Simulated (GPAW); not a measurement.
# SiC (Moissanite 3C): optical spectrum from first principles, part 2 of 2

Aim: the dielectric function of SiC (Moissanite 3C), and the optical constants that follow from it.

GPAW 26.7.0; DFT, revPBE, plane-wave PAW (GPAW data sets), scalar-relativistic, RPA, optical limit.

So far. Step 2 (Ground state): There is a gap, 1.50 eV on this mesh (points off the mesh can give less), so no carriers' term is needed.

## 4. Dielectric function, RPA (continued)

The Im ε, E ∥ x has structure finer than the step of the table below, so its rows give means over 1 eV, whole bins alone (the curve runs from 0 to 26.8 eV). Peaks (eV: height): 6.9: 19.7, 8.3: 13.0.

Values under the direct gap are tails of Lorentzian lines. Im ε, E ∥ x against photon energy; means over each step:

photon energy (eV), Im ε, E ∥ x and a bar:
```
        1        0.0 
        2        0.1 
        3        0.2 
        4        0.4 #
        5        3.0 ######
        6        8.7 #################
        7       15.8 ##############################
        8       10.9 #####################
        9        8.9 #################
       10        6.5 ############
       11        3.6 #######
       12        3.2 ######
       13        2.1 ####
       14        1.7 ###
       15        1.4 ###
       16        1.1 ##
       17        0.7 #
       18        0.6 #
       19        0.4 #
       20        0.3 #
       21        0.3 
       22        0.2 
       23        0.3 
       24        0.3 
       25        0.2 
       26        0.2
```

The Re ε, E ∥ x by photon energy:

photon energy (eV), Re ε, E ∥ x and a bar from the least value:
```
      0.0        6.6 ##################
      0.5        6.6 ##################
      1.0        6.7 ##################
      1.5        6.8 ###################
      2.0        7.0 ###################
      2.5        7.3 ####################
      3.0        7.8 ####################
      3.5        8.4 #####################
      4.0        9.3 #######################
      4.5       10.9 ##########################
      5.0       12.1 ############################
      5.5       12.8 #############################
      6.0       13.4 ##############################
      6.5       13.5 ##############################
      7.0        2.1 ###########
      7.5        0.4 ########
      8.0        1.4 ##########
      8.5       -2.5 ###
      9.0       -2.3 ###
      9.5       -2.9 ##
     10.0       -3.2 ##
     10.5       -4.2 
     11.0       -3.2 ##
     11.5       -1.9 ####
     12.0       -3.0 ##
     12.5       -2.4 ###
     13.0       -2.1 ####
     13.5       -1.7 ####
     14.0       -1.7 ####
     14.5       -1.5 #####
     15.0       -1.5 #####
     15.5       -1.2 #####
     16.0       -1.2 #####
     16.5       -1.2 #####
     17.0       -0.9 ######
     17.5       -0.8 ######
     18.0       -0.7 ######
     18.5       -0.6 ######
     19.0       -0.6 ######
     19.5       -0.4 ######
     20.0       -0.3 #######
     20.5       -0.2 #######
     21.0       -0.2 #######
     21.5       -0.1 #######
     22.0        0.0 #######
     22.5        0.1 #######
     23.0        0.1 #######
     23.5        0.1 #######
     24.0        0.1 #######
     24.5        0.2 #######
     25.0        0.2 #######
     25.5        0.2 ########
     26.0        0.2 ########
     26.5        0.3 ########
```

The reflectivity at normal incidence, E ∥ x has structure finer than the step of the table below, so its rows give means over 1 eV, whole bins alone (the curve runs from 0 to 26.8 eV). Peaks (eV: height): 7.1: 52.7, 10.5: 56.4, 12.2: 54.8, 16.7: 55.3, 19.1: 53.3.

Reflectivity at normal incidence, E ∥ x against photon energy; means over each step:

```tsv
photon energy (eV)	reflectivity at normal incidence, E ∥ x (%)
1	19.6
2	20.5
3	22.3
4	25.8
5	31.6
6	37.9
7	47.9
8	41.9
9	47.1
10	50.9
11	51.1
12	49.4
13	49.5
14	47.7
15	48.0
16	48.7
17	52.7
18	48.9
19	50.2
20	46.7
21	40.9
22	26.0
23	20.2
24	15.3
25	15.0
26	11.0
```

The Im ε, E ∥ x has structure finer than the step of the table below, so its rows give means over 1 eV, whole bins alone (the curve runs from 0 to 26.8 eV). Peaks (eV: height): without local fields 6.9: 21.4, 8.3: 15.1; with local fields 6.9: 19.7, 8.3: 13.0.

Values under the direct gap are tails of Lorentzian lines. Table of Im ε, E ∥ x by photon energy; means over each step:

```tsv
photon energy (eV)	without local fields	with local fields
1	0.0365	0.0324
2	0.0850	0.0753
3	0.173	0.153
4	0.496	0.432
5	3.47	2.95
6	10.4	8.72
7	17.2	15.8
8	12.4	10.9
9	9.67	8.95
10	6.31	6.46
11	3.36	3.55
12	2.99	3.21
13	1.90	2.09
14	1.54	1.72
15	1.17	1.36
16	0.881	1.09
17	0.572	0.706
18	0.482	0.580
19	0.357	0.438
20	0.280	0.337
21	0.223	0.260
22	0.220	0.249
23	0.218	0.262
24	0.206	0.256
25	0.179	0.207
26	0.153	0.152
```

Refractive index n and extinction k against photon energy:

```tsv
photon energy (eV)	n	k
0.0	2.57	0
0.5	2.57	0.00301
1.0	2.59	0.00619
1.5	2.62	0.00974
2.0	2.65	0.0140
2.5	2.71	0.0193
3.0	2.79	0.0266
3.5	2.89	0.0378
4.0	3.05	0.0596
4.5	3.30	0.155
5.0	3.51	0.380
5.5	3.65	0.739
6.0	3.83	1.11
6.5	4.11	1.83
7.0	3.28	2.95
7.5	2.27	2.19
8.0	2.38	2.06
8.5	2.11	2.64
9.0	1.89	2.43
9.5	1.64	2.36
10.0	1.38	2.27
10.5	1.03	2.30
11.0	0.846	1.98
11.5	1.04	1.73
12.0	0.907	1.94
12.5	0.676	1.68
13.0	0.639	1.59
13.5	0.653	1.47
14.0	0.611	1.43
14.5	0.569	1.33
15.0	0.507	1.33
15.5	0.478	1.21
16.0	0.473	1.20
16.5	0.374	1.15
17.0	0.333	1.02
17.5	0.340	0.958
18.0	0.321	0.882
18.5	0.322	0.850
19.0	0.278	0.801
19.5	0.270	0.686
20.0	0.272	0.641
20.5	0.263	0.547
21.0	0.267	0.477
21.5	0.294	0.391
22.0	0.369	0.314
22.5	0.425	0.352
23.0	0.419	0.306
23.5	0.458	0.264
24.0	0.466	0.272
24.5	0.493	0.268
25.0	0.447	0.214
25.5	0.497	0.167
26.0	0.515	0.160
26.5	0.546	0.104
```

At chosen wavelengths:

```tsv
wavelength (nm)	n	k	R (%)	1/α
1550	2.58	0.005	19.5	25 µm
633	2.65	0.014	20.5	3.7 µm
532	2.69	0.017	21.0	2.4 µm
405	2.80	0.028	22.4	1.2 µm
308	3.06	0.061	25.7	400 nm
248	3.51	0.380	31.4	52 nm
193	4.12	1.602	42.8	9.6 nm
```

Below the direct gap, k and the depth come from the tails of the Lorentzian lines, not from transitions.

Rows near the edge hang on the gap, which this functional as a rule makes too small, and phonon-assisted absorption is left out.

## 5. Outcome

```yaml
electronic_dielectric_constant_eps_infinity_mean_over_x_y_and_z_by_symmetry_where_fewer_were_run_rpa: 6.60
main_peak_of_im_epsilon_first_axis: 6.92 eV
centre_of_weight_of_the_strongest_loss_peak_in_the_window_first_axis: 22.7 eV
```

At this level (revPBE, RPA) SiC has ε∞ = 6.60 and n = 2.58 at 1550 nm, and Im ε peaks at 6.9 eV. On the mesh the gap is 1.35 eV and the least direct gap 4.55 eV, so on this mesh the band edges lie at different points. Local fields change the static value along x from 7.08 to 6.60 (-7 %). Distinct maxima of Im ε, read by a parabola through the highest points, lie at 6.92 eV (20), 7.83 eV (11), 8.32 eV (13) and 11.86 eV (3.8). Excitons and phonon-assisted transitions are missing; revPBE gaps are as a rule too small, which pulls the onset down and ε∞ up. The sum runs over mesh points, so small or evenly spaced maxima can still be ripples of the mesh. The curves end at 27 eV, about where the summed bands run out. Besides steps told in other documents, this task had 2 runs with a known fault of program or setting; those not told in a step above aren't shown.

[Machine, clock and banner lines and Python warnings are left out of the logs.]

[Logs are printed without paths, hosts, clocks, repeated set-up lines and the standing remarks that a program may print on its own settings, such as how far it seeks lower states.]

[Hosts, paths, dates, database ids (printed as entryN), source tags and the programs' standing remarks are cut or masked in the printed files.]
